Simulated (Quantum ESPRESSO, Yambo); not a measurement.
An input for Yambo 5.3.0 (Al2O3 (Corundum)):

```
optics
bss
bse
em1s
dipoles
rim_cut
RandQpts= 1000000
RandGvec= 1 RL
Chimod= "HARTREE"
BSKmod= "HARTREE"
BSEmod= "resonant"
BSSmod= "h"
BSENGexx= 30 Ry
BSENGBlk= 6 Ry
% BSEQptR
 1 | 1 |
%
% BSEBands
 9 | 30 |
%
% BEnRange
 0 | 13 | eV
%
% BDmRange
 0.1 | 0.1 | eV
%
BEnSteps= 131
% BLongDir
 1 | 0 | 0 |
%
% BndsRnXs
 1 | 82 |
%
NGsBlkXs= 6 Ry
% LongDrXs
 1 | 1 | 1 |
%
% KfnQP_E
 2.168 | 1.0 | 1.0 |
%
BSHayTrs= -0.02
```

```sh
OMP_NUM_THREADS=1 mpirun -n 4 yambo -F bse9.in -J bse9,bse3_W -C bse9 > bse9.log
```

The stored states that it reads are on a 4×4×4 mesh. Symmetry: R-3c, No. 167, trigonal system. The conventional cell has a = 4.760 Å, b = 4.760 Å, c = 12.996 Å, α = 90.00°, β = 90.00°, γ = 120.00°. Nearest to Al lie 6 O at 1.85 to 1.97 Å. Nearest to O lie 4 Al at 1.85 to 1.97 Å. Farther neighbours and most contacts between anions are not listed.

Q: How long will it take on 4 MPI ranks of Arm Neoverse V1, shared host, and how much memory?

It took 39 s; on shared hardware allow 20 s to 79 s. Peak host memory was 1.8 GiB.

The kernel grows as the square of the matrix size, and full diagonalisation as its cube.

[Paths, hosts, dates, memory and timing lines, banners, echoed tables and standing remarks are left out of the program output.]

[Logs are printed without paths, hosts, clocks, repeated set-up lines and the standing remarks that a program may print on its own settings, such as how far it seeks lower states.]

[Runs of the session that timed out or met a known fault of the program may be left out.]

[Hosts, paths, dates, database ids (printed as entryN), source tags and the programs' standing remarks are cut or masked in the printed files.]
